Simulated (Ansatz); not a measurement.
# 1T-VF2 bilayer (AA) in a perpendicular field, part 2 of 3

Aim: how the 1T-VF2 bilayer (AA) screens a field along its normal, and what the field does to its bands. A positive field points along +c.

Ansatz 0.2.0; plane-wave DFT, PBE+U-D3(BJ), Ansatz PAW.

So far, gap on the k-mesh (eV): step 2 (relaxing the slab) 2.99.

## Step 3: Atoms held, field 0

A sawtooth potential applies the field, turning back in the middle of the vacuum. With the dipole correction the typed value is the field outside the slab. The induced dipole is small, so the SCF threshold is tight.

The cell differs from the one that the last finished run ended in (c 46.179 → 24.112 Å).

input.yaml

```yaml
crystal:
  lattice:
    - [3.2954901416, 0.0, 0.0]
    - [-1.6477450708, 2.8539781806, 0.0]
    - [0.0, 0.0, 24.1119255718]
  atoms:
    - { symbol: F, position: [0.6666666667, 0.3333333333, 0.3732592809], spin: 0.02 }
    - { symbol: V, position: [0.0, 0.0, 0.4127412966], spin: 2.29 }
    - { symbol: F, position: [0.3333333333, 0.6666666667, 0.4517533414], spin: 0.02 }
    - { symbol: F, position: [0.6666666667, 0.3333333333, 0.5482466623], spin: -0.02 }
    - { symbol: V, position: [0.0, 0.0, 0.5872587018], spin: -2.29 }
    - { symbol: F, position: [0.3333333333, 0.6666666667, 0.6267407191], spin: -0.02 }
magnetization:
  spin_polarized: true
kpoints:
  mp_grid: { grid: [18, 18, 1] }
  band_path:
    path: [[0, 0, 0], [0.5, 0, 0], [0.33333333, 0.33333333, 0], [0, 0, 0]]
    npoints: 16
hamiltonian:
  xc: pbe
  dispersion: d3bj
  hubbard: { sites: [{ species: V, l: d, u_eff: 3.0 }] }
scf:
  occupations: { method: fermi_dirac, width: 0.05 }
  convergence: { dr2_threshold: 1.0e-10 }
efield:
  axis: 3
  dipole_correction: true
  ramp_position: 0.97
  ramp_width: 0.06
  amplitude: 0
output:
  dos: { projected: true, e_range: [-6, 5] }
  bader: true
  write_potential: true
  write_density: true
  volumetric_format: npy
  elf: true
```

Started as:

```sh
$ ansatz run input.yaml --threads 4 --pin off --max-ram 6144MiB --backend cpu --events-out ev --progress --plain --runs-dir out
```

Standard output:

```text
[...]
Crystal: 6 atoms, lattice volume = 226.779 Å³
Basis set: ecut = 420 eV, 4521 PW (Γ)
Bands: 36, of which v1, the nominal top of the filled ones, is band 27 counted from 1 (26 counted from 0)
Symmetry: 6 space group operations
k-points: 37 of 324 (time reversal used)
[...]
Starting moments: Σ|m| = 4.66 μB on 6 of 6 sites
[...]
SCF iter   1: F=—  HF=-9057.741976 eV  |F-HF|=—  |Δ(HF+E_count)|=         —  Δρ=3.82e-2 (↑3.82e-2 ↓3.82e-2)  dr2=6.18e0  dr2_m=1.03e0  M=0.000 μB ∫|m|=6.079 μB  β_m=0.30  ethr=3.10e-3  p=0.000 e·Å  D=2.74e-13 V/Å  ΔV_dip=-0.00 eV  dr2_dipole=1.46e-10  V_vac-E_F(+/−)=5.90/5.90 eV  ⟨swp⟩=6.4  Hψ=10791  notcnv=0  defer=16
efield: sawtooth ramp at fractional position 0.9700 (set: `efield.ramp_position`, or a place that a band, a saddle search or an elastic batch's reference lends), width 0.0600; the density the first Hamiltonian is built on has a dipole p = 0.000 e·Å; the dipole correction subtracts the counter field D = 2.74e-13 V/Å, which shifts the + side's vacuum level by -0.00 eV against the − side's; the planar-averaged density in the ramp window peaks in size at 3.6e-6 e/Å³
[...]
SCF iter   2: F=—  HF=-9058.365909 eV  |F-HF|=—  |Δ(HF+E_count)|=   6.24e-1  Δρ=2.09e-2 (↑2.09e-2 ↓2.09e-2)  dr2=7.39e-1  dr2_m=5.43e-1  M=0.000 μB ∫|m|=6.110 μB  β_m=0.30  ethr=3.10e-3  p=-0.000 e·Å  D=-4.58e-6 V/Å  ΔV_dip=0.00 eV  dr2_dipole=3.00e-11  V_vac-E_F(+/−)=5.11/5.11 eV  ⟨swp⟩=2.0  Hψ=5188  notcnv=0  defer=140  κ⁻¹=1.0e0(r=1)
[...]
SCF iter   7: F=—  HF=-9060.472205 eV  |F-HF|=—  |Δ(HF+E_count)|=   7.79e-2  Δρ=2.86e-3 (↑2.86e-3 ↓2.86e-3)  dr2=2.18e-4  dr2_m=1.69e-2  M=0.000 μB ∫|m|=6.049 μB  β_m=0.30  ethr=3.83e-7  p=0.000 e·Å  D=1.10e-6 V/Å  ΔV_dip=-0.00 eV  dr2_dipole=9.75e-13  V_vac-E_F(+/−)=3.88/3.88 eV  ⟨swp⟩=2.9  Hψ=5877  notcnv=0  defer=158  κ⁻¹=1.0e0(r=1)
density mixer auto → broyden: gapped, with few screened modes (density of states about μ 0.02 of a free-electron gas's, 16 screened modes)
SCF iter   8: F=—  HF=-9060.553100 eV  |F-HF|=—  |Δ(HF+E_count)|=   8.09e-2  Δρ=3.94e-4 (↑3.94e-4 ↓3.94e-4)  dr2=5.44e-5  dr2_m=2.94e-4  M=0.000 μB ∫|m|=6.039 μB  β_m=0.30  ethr=3.83e-7  p=-0.000 e·Å  D=-1.85e-7 V/Å  ΔV_dip=0.00 eV  dr2_dipole=2.60e-12  V_vac-E_F(+/−)=4.01/4.01 eV  ⟨swp⟩=3.0  Hψ=6618  notcnv=0  defer=158  κ⁻¹=1.6e-3(r=2)
[...]
SCF iter  17: F=-9060.553471 eV  HF=-9060.553471 eV  |F-HF|=4.37e-11  |Δ(HF+E_count)|=  8.37e-11  Δρ=2.17e-7 (↑2.14e-7 ↓2.17e-7)  dr2=9.91e-11  dr2_m=4.84e-11  M=0.000 μB ∫|m|=6.035 μB  ethr=1.00e-12  p=0.000 e·Å  D=9.91e-8 V/Å  ΔV_dip=-0.00 eV  dr2_dipole=3.79e-14  V_vac-E_F(+/−)=4.00/4.00 eV  ⟨swp⟩=12.1  Hψ=9916  notcnv=0
SCF 1 converged in 17 iterations: F = -9060.553471 eV  dr2 = 9.91e-11
[...]
this state was not tested for a lower state beside it, because the mixer in use, unlike msr1, does not test its closes by its own steps (another_mixer; see scf.mixing.algorithm and scf.lower_state_search)
NSCF: frozen V_eff on 49 k-points
efield: sawtooth ramp at fractional position 0.9700 (kept from the solve that this one continues, or follows in the run), width 0.0600; the density the first Hamiltonian is built on has a dipole p = 0.000 e·Å; the dipole correction subtracts the counter field D = 9.91e-8 V/Å, which shifts the + side's vacuum level by -0.00 eV against the − side's; the planar-averaged density in the ramp window peaks in size at 1.4e-6 e/Å³
SCF converged after 17 iterations
Magnetization: 0.0000 μB (27.0000 up, 27.0000 down)
Absolute magnetization: 6.0326 μB (∫|ρ↑−ρ↓|, with the PAW one-centre terms)
[...]
Per-site moments (μB) at R_I (Å): [(0.016681, 0.877604), (2.294750, 0.875523), (0.015539, 0.875523), (-0.015539, 0.875523), (-2.294750, 0.875523), (-0.016681, 0.877604)]
Free energy (F): -9060.553471 eV
[...]
Internal energy: -9060.553471 eV  (E = F + TS)
E sigma→0 (E₀):  -9060.553471 eV
Fermi energy:    0.317894 eV
Dipole field:    D = -0.000000 V/Å  (p = -0.000000 e·Å, saw-weighted, corrected)
Work function:   Φ+ = 4.0047 eV   Φ− = 4.0047 eV
Levels:          The Fermi level and band energies are counted from a zero that moves with the ramp; work functions are not
[...]
--- Band table (eV; the first three rows and the last of 74) ---
  k-point 0 ↑: bands = [... 23 lower, -5.4786, -2.0371, -2.0371, -1.2299, 1.7573, 2.6296, 3.0914, 3.0914, ... 5 higher]
  k-point 1 ↑: bands = [... 23 lower, -5.4661, -2.0263, -2.0206, -1.2391, 1.8485, 2.6797, 3.0492, 3.0893, ... 5 higher]
  k-point 2 ↑: bands = [... 23 lower, -5.4442, -1.9982, -1.9746, -1.2695, 2.1052, 2.7432, 3.0612, 3.0840, ... 5 higher]
  k-point 36 ↓: bands = [... 23 lower, -5.8491, -1.9719, -1.6341, -1.6202, 2.6900, 2.6945, 3.8845, 3.8880, ... 5 higher]
Occupation matrices written to <dir>
--- Bader charges: 6 sites ---
  site symbol  charge [e]  shift [e]    m [muB]
     0      F     -0.7973     0.0011     0.1038
     1      V      1.5947     0.0022     2.7880
     2      F     -0.7973     0.0011     0.0994
     3      F     -0.7973     0.0011    -0.0994
     4      V      1.5946     0.0022    -2.7880
     5      F     -0.7973     0.0011    -0.1038
  estimated error of the sums over rays = 3.3e-4 e
```

The job ended after 27 s (4 threads of Intel Xeon Platinum 8559C (Emerald Rapids), shared host; peak memory 1.1 GiB; 1.8 min of CPU time).

Numbers from this step:

| Quantity | Value |
| --- | --- |
| dipole along the normal | -1.84e-7 e·Å |
| gap along the path | 2.987 eV |
| ionisation energy, upper face | 5.552 eV |
| electron affinity, upper face | 2.565 eV |
| gap, the smaller of path and mesh | 2.987 eV |

Running mean over a fixed 2.5 Å (it still follows the layers) of the planar mean; the ramp of the sawtooth is left out. Table of electron's electrostatic potential energy less the Fermi level by z:

```csv
z (Å),electron's electrostatic potential energy less the Fermi level (eV)
3.0,4.00
3.5,4.00
4.0,4.00
4.5,4.00
5.0,4.00
5.5,4.00
6.0,4.00
6.5,3.98
7.0,3.88
7.5,3.01
8.0,0.847
8.5,-1.89
9.0,-4.58
9.5,-7.22
10.0,-8.31
10.5,-6.75
11.0,-4.14
11.5,-1.82
12.0,-0.746
12.5,-1.45
13.0,-3.57
13.5,-6.18
14.0,-8.18
14.5,-7.67
15.0,-5.19
15.5,-2.49
16.0,0.237
16.5,2.63
17.0,3.80
17.5,3.97
18.0,4.00
18.5,4.00
19.0,4.00
19.5,4.00
20.0,4.00
20.5,4.00
21.0,4.00
```

The density of states has structure finer than the step of the table below, so its rows give means over 0.25 eV. Peaks (eV: height): total -5.940: 13.6, -2.200: 19.0, -2.030: 16.0, -1.970: 26.6, 2.130: 14.0, 2.740: 12.4, 3.130: 10.2; up = down -5.940: 6.78, -2.200: 9.48, -2.030: 7.98, -1.970: 13.3, 2.130: 6.98, 2.740: 6.21, 3.130: 5.10.

Density of states against energy, zero at the Fermi level of the run, which the smearing sets inside the gap; means over each step; values in states/eV a cell:

```csv
energy (eV),total,up = down
-5.75,3.38,1.69
-5.50,0,0
-5.25,0,0
-5.00,0,0
-4.75,0,0
-4.50,0,0
-4.25,0,0
-4.00,0,0
-3.75,0,0
-3.50,0,0
-3.25,0,0
-3.00,0,0
-2.75,0,0
-2.50,0,0
-2.25,8.85,4.43
-2.00,11.4,5.71
-1.75,2.03,1.01
-1.50,0.673,0.337
-1.25,0,0
-1.00,0,0
-0.75,0,0
-0.50,0,0
-0.25,0,0
0.00,0,0
0.25,0,0
0.50,0,0
0.75,0,0
1.00,0,0
1.25,0,0
1.50,0.161,0.0805
1.75,0.278,0.139
2.00,1.08,0.540
2.25,6.74,3.37
2.50,4.45,2.23
2.75,5.20,2.60
3.00,1.81,0.903
3.25,5.51,2.75
```

Projected DOS per atom over height of the atomic layer and energy from the Fermi level. Layers: F V F F V F from below.

Values in states/eV, 22 rows by 6 columns, each cell a mean:
```
0.07 2.30 0.06 0.06 2.30 0.07
0.12 1.63 0.12 0.12 1.63 0.12
0.13 2.24 0.14 0.14 2.24 0.13
0.05 0.72 0.05 0.05 0.72 0.05
0.01 0.06 0.01 0.01 0.06 0.01
0.00 0.00 0.00 0.00 0.00 0.00
0.00 0.00 0.00 0.00 0.00 0.00
0.00 0.00 0.00 0.00 0.00 0.00
0.00 0.00 0.00 0.00 0.00 0.00
0.00 0.00 0.00 0.00 0.00 0.00
0.00 0.00 0.00 0.00 0.00 0.00
0.03 0.32 0.03 0.03 0.32 0.03
0.16 3.72 0.16 0.16 3.72 0.16
0.11 2.33 0.11 0.11 2.33 0.11
0.00 0.00 0.00 0.00 0.00 0.00
0.00 0.00 0.00 0.00 0.00 0.00
0.00 0.00 0.00 0.00 0.00 0.00
0.00 0.00 0.00 0.00 0.00 0.00
0.00 0.00 0.00 0.00 0.00 0.00
0.00 0.00 0.00 0.00 0.00 0.00
0.00 0.00 0.00 0.00 0.00 0.00
1.20 0.03 1.31 1.31 0.03 1.20
```
Columns: height of the atomic layer (Å) from 9 to 15.1 (not evenly spaced); rows upwards: energy from the Fermi level (eV) from -5.96 to 3.4.

Projected DOS per atom, spin up over height of the atomic layer and energy from the Fermi level. Layers: F V F F V F from below.

Ten even steps from '0' (0.00 states/eV) to '9' (3.72 states/eV), each cell a mean:
```
000050
030000
050000
010000
000000
000000
000000
000000
000000
000000
000000
000000
090000
060000
000000
000000
000000
000000
000000
000000
000000
101201
```
Columns: height of the atomic layer (Å) from 9 to 15.1 (not evenly spaced); rows upwards: energy from the Fermi level (eV) from -5.96 to 3.4.

Projected DOS per atom, spin down over height of the atomic layer and energy from the Fermi level. Layers: F V F F V F from below.

Ten even steps from '_' (0.00 states/eV) to '@' (3.72 states/eV), each cell a mean:
```
__++________
________--__
________++__
________..__
____________
____________
____________
____________
____________
____________
____________
____________
________@@__
________**__
____________
____________
____________
____________
____________
____________
____________
..__::..__..
```
Columns: height of the atomic layer (Å) from 9 to 15.1 (not evenly spaced); rows upwards: energy from the Fermi level (eV) from -5.96 to 3.4.

Deep bands are left out, so band numbers here count from the lowest band kept and differ from the log's. The electronic bands at the labelled points (eV, zero at the Fermi level of the run, which the smearing sets inside the gap; # counts the bands kept):

```csv
point,up #13,up #14,up #15,up #16,down #13,down #14,down #15,down #16
Γ,-2.35,-2.35,-1.55,1.44,-2.35,-2.35,-1.55,1.44
halfway,-2.23,-2.12,-1.77,2.15,-2.23,-2.12,-1.77,2.15
M,-2.20,-2.09,-1.94,2.13,-2.20,-2.09,-1.94,2.13
halfway,-2.22,-2.03,-1.94,2.22,-2.22,-2.03,-1.94,2.22
K,-2.29,-1.95,-1.94,2.37,-2.29,-1.95,-1.94,2.37
halfway,-2.14,-2.12,-1.85,2.24,-2.14,-2.12,-1.85,2.24
Γ,-2.35,-2.35,-1.55,1.44,-2.35,-2.35,-1.55,1.44
```

Spin density in the ca plane at fractional y = 0.000, with atoms of V within 0.2 Å of it.

Ten even steps from '0' (-3.1 e/Å³) to '9' (2.9 e/Å³), each cell a mean:
```
55555555555555555555556886555555442124455555
55555555555555555555555665555555544444555555
55555555555555555555555555555555554445555555
55555555555555555555555555555555555555555555
55555555555555555555555555555555555555555555
55555555555555555555555555555555555555555555
55555555555555555555555555555555554445555555
55555555555555555555556765555555443234455555
55555555555555555555557997555555431013455555
```
Columns run along c (16.0 Å, from fractional 0.06 to 0.72 of the cell), rows up along a (3.3 Å). Atoms in or near the plane, at fractional coordinates: V at (0.41, 0.00), V at (0.59, 0.00).

Valence density in the ca plane at fractional y = 0.000, with atoms of V within 0.2 Å of it. It is the smooth field of the valence electrons, not physical close to the nuclei.

Ten steps, logarithmic in the rise over the least value, from '0' (0 e/Å³) to '9' (15 e/Å³), each cell a mean:
```
00000000000000000000137996310000158985100000
00000000000000000000124664100000125653100000
00000000000000000000112222110000112221100000
00000000000000000001121112210001221112210000
00000000000000000001121112210001221112210000
00000000000000000000111111110001111111110000
00000000000000000000113442100000123432100000
00000000000000000000126875200000147874100000
00000000000000000000148997310000259996200000
```
Columns run along c (16.0 Å, from fractional 0.06 to 0.72 of the cell), rows up along a (3.3 Å). Atoms in or near the plane, at fractional coordinates: V at (0.41, 0.00), V at (0.59, 0.00).

ELF in the ca plane at fractional y = 0.000, with atoms of V within 0.2 Å of it. It is the smooth field of the valence electrons, not physical close to the nuclei.

Values, 5 rows by 16 columns, each cell a mean:
```
0.00 0.00 0.00 0.00 0.00 0.00 0.02 0.19 0.64 0.36 0.05 0.12 0.56 0.47 0.09 0.01
0.00 0.00 0.00 0.00 0.00 0.00 0.05 0.21 0.14 0.18 0.07 0.16 0.15 0.16 0.16 0.01
0.00 0.00 0.00 0.00 0.00 0.00 0.10 0.41 0.12 0.36 0.12 0.30 0.20 0.27 0.31 0.03
0.00 0.00 0.00 0.00 0.00 0.00 0.03 0.13 0.25 0.15 0.05 0.10 0.21 0.18 0.10 0.01
0.00 0.00 0.00 0.00 0.00 0.00 0.02 0.27 0.71 0.48 0.06 0.17 0.66 0.59 0.12 0.01
```
Columns run along c (16.0 Å, from fractional 0.06 to 0.72 of the cell), rows up along a (3.3 Å). Atoms in or near the plane, at fractional coordinates: V at (0.41, 0.00), V at (0.59, 0.00).

The gap is 2.99 eV, with the valence edge 5.55 eV and the conduction edge 2.57 eV under the upper vacuum level.

## Step 4: Single point, field 0.05 V/Å

Changes to input.yaml since step 3:

```diff
@@ -31,6 +31,4 @@
   ramp_width: 0.06
-  amplitude: 0
+  amplitude: 0.05
 output:
-  dos: { projected: true, e_range: [-6, 5] }
-  bader: true
   write_potential: true
@@ -38,2 +36 @@
   volumetric_format: npy
-  elf: true
```

Standard output:

```text
[...]
Crystal: 6 atoms, lattice volume = 226.779 Å³
Basis set: ecut = 420 eV, 4521 PW (Γ)
Bands: 36, of which v1, the nominal top of the filled ones, is band 27 counted from 1 (26 counted from 0)
Symmetry: 6 space group operations
k-points: 37 of 324 (time reversal used)
[...]
Starting moments: Σ|m| = 4.66 μB on 6 of 6 sites
[...]
k-point 1 ↑: bands = [... 23 lower, -5.4574, -2.0722, -2.0665, -1.2852, 1.8185, 2.6921, 3.0180, 3.0434, ... 5 higher]
  k-point 2 ↑: bands = [... 23 lower, -5.4341, -2.0441, -2.0205, -1.3156, 2.0748, 2.7141, 3.0381, 3.0782, ... 5 higher]
  k-point 36 ↓: bands = [... 23 lower, -5.8521, -1.9262, -1.5882, -1.5744, 2.7353, 2.7408, 3.8393, 3.8425, ... 5 higher]
Occupation matrices written to <dir>
[key lines of the parts left out:]
SCF converged after 18 iterations
Magnetization: 0.0000 μB (27.0000 up, 27.0000 down)
Free energy (F): -9060.553782 eV
Fermi energy:    0.322146 eV
Dipole field:    D = 0.009926 V/Å  (p = 0.012440 e·Å, saw-weighted, corrected)
```

Elapsed: 19 s, on 4 threads; peak memory 1.1 GiB; 73 s of CPU time.

The dipole is 0.0124 e·Å, and the gap 2.911 eV.

## Step 5: Single point, field -0.05 V/Å

Changes to input.yaml since step 4:

```diff
@@ -31,3 +31,3 @@
   ramp_width: 0.06
-  amplitude: 0.05
+  amplitude: -0.05
 output:
```

Standard output:

```text
[...]
Crystal: 6 atoms, lattice volume = 226.779 Å³
Basis set: ecut = 420 eV, 4521 PW (Γ)
Bands: 36, of which v1, the nominal top of the filled ones, is band 27 counted from 1 (26 counted from 0)
Symmetry: 6 space group operations
k-points: 37 of 324 (time reversal used)
[...]
Starting moments: Σ|m| = 4.66 μB on 6 of 6 sites
[...]
k-point 1 ↑: bands = [... 23 lower, -5.4667, -1.9805, -1.9748, -1.1932, 1.8715, 2.6598, 3.0833, 3.1351, ... 5 higher]
  k-point 2 ↑: bands = [... 23 lower, -5.4449, -1.9524, -1.9288, -1.2236, 2.1279, 2.7643, 3.0479, 3.1298, ... 5 higher]
  k-point 36 ↓: bands = [... 23 lower, -5.8117, -2.0178, -1.6801, -1.6661, 2.6447, 2.6481, 3.9295, 3.9332, ... 5 higher]
Occupation matrices written to <dir>
[key lines of the parts left out:]
SCF converged after 17 iterations
Magnetization: -0.0000 μB (27.0000 up, 27.0000 down)
Free energy (F): -9060.553782 eV
Fermi energy:    0.322142 eV
Dipole field:    D = -0.009926 V/Å  (p = -0.012440 e·Å, saw-weighted, corrected)
```

Elapsed: 18 s, on 4 threads; peak memory 1.1 GiB.

The dipole is -0.0124 e·Å, and the gap 2.911 eV.

## Step 6: Single point, field 0.1 V/Å

Changes to input.yaml since step 5:

```diff
@@ -29,5 +29,5 @@
   dipole_correction: true
-  ramp_position: 0.97
-  ramp_width: 0.06
-  amplitude: -0.05
+  ramp_position: 0.9286
+  ramp_width: 0.1428
+  amplitude: 0.1
 output:
```

Standard output:

```text
[...]
Crystal: 6 atoms, lattice volume = 226.779 Å³
Basis set: ecut = 420 eV, 4521 PW (Γ)
Bands: 36, of which v1, the nominal top of the filled ones, is band 27 counted from 1 (26 counted from 0)
Symmetry: 6 space group operations
k-points: 37 of 324 (time reversal used)
[...]
Starting moments: Σ|m| = 4.66 μB on 6 of 6 sites
[...]
k-point 1 ↑: bands = [... 23 lower, -5.4411, -2.1182, -2.1125, -1.3315, 1.7822, 2.6950, 2.9899, 2.9974, ... 5 higher]
  k-point 2 ↑: bands = [... 23 lower, -5.4157, -2.0902, -2.0665, -1.3618, 2.0375, 2.6801, 2.9921, 3.0938, ... 5 higher]
  k-point 36 ↓: bands = [... 23 lower, -5.8362, -1.8806, -1.5426, -1.5287, 2.7803, 2.7868, 3.7939, 3.7970, ... 5 higher]
Occupation matrices written to <dir>
[key lines of the parts left out:]
SCF converged after 18 iterations
Magnetization: 0.0000 μB (27.0000 up, 27.0000 down)
Free energy (F): -9060.554715 eV
Fermi energy:    0.328461 eV
Dipole field:    D = 0.019853 V/Å  (p = 0.024881 e·Å, saw-weighted, corrected)
```

Run time: 18 s. Hardware: 4 threads; peak memory 1.1 GiB.

The dipole is 0.0249 e·Å, and the gap 2.830 eV.

## Step 7: Single point, field 0.2 V/Å

Changes to input.yaml since step 6:

```diff
@@ -31,3 +31,3 @@
   ramp_width: 0.1428
-  amplitude: 0.1
+  amplitude: 0.2
 output:
```

Standard output:

```text
[...]
Crystal: 6 atoms, lattice volume = 226.779 Å³
Basis set: ecut = 420 eV, 4521 PW (Γ)
Bands: 36, of which v1, the nominal top of the filled ones, is band 27 counted from 1 (26 counted from 0)
Symmetry: 6 space group operations
k-points: 37 of 324 (time reversal used)
[...]
Starting moments: Σ|m| = 4.66 μB on 6 of 6 sites
[...]
k-point 1 ↑: bands = [... 23 lower, -5.3908, -2.2107, -2.2050, -1.4245, 1.6930, 2.6655, 2.9049, 2.9357, ... 5 higher]
  k-point 2 ↑: bands = [... 23 lower, -5.3602, -2.1826, -2.1590, -1.4547, 1.9442, 2.6035, 2.8996, 3.0960, ... 5 higher]
  k-point 36 ↓: bands = [... 23 lower, -5.7629, -1.7898, -1.4516, -1.4379, 2.8698, 2.8784, 3.7022, 3.7055, ... 5 higher]
Occupation matrices written to <dir>
[key lines of the parts left out:]
SCF converged after 18 iterations
Magnetization: 0.0000 μB (27.0000 up, 27.0000 down)
Free energy (F): -9060.558448 eV
Fermi energy:    0.331506 eV
Dipole field:    D = 0.039714 V/Å  (p = 0.049772 e·Å, saw-weighted, corrected)
```

Wall time 20 s (4 threads); peak memory 1.1 GiB; 76 s of CPU time.

The dipole is 0.0498 e·Å, and the gap 2.651 eV.

[end of part 2 of 3]

[Long decimals in the printed logs are rounded to 6 places.]

[Logs are printed without paths, hosts, clocks, repeated set-up lines and the standing remarks that a program may print on its own settings, such as how far it seeks lower states.]

[Hosts, paths, dates, database ids (printed as entryN), source tags and the programs' standing remarks are cut or masked in the printed files.]

[Maps of the electrostatic potential energy from Ansatz leave out the sawtooth potential of an applied field or a dipole correction, so their vacuum need not be flat; planar profiles and work functions include it.]

[The density of states shown here was stored with 400 of the rows of the run's finer table, so its peaks can read low, often by over a quarter, or be missed, and its means over a window can be off by a tenth or more.]
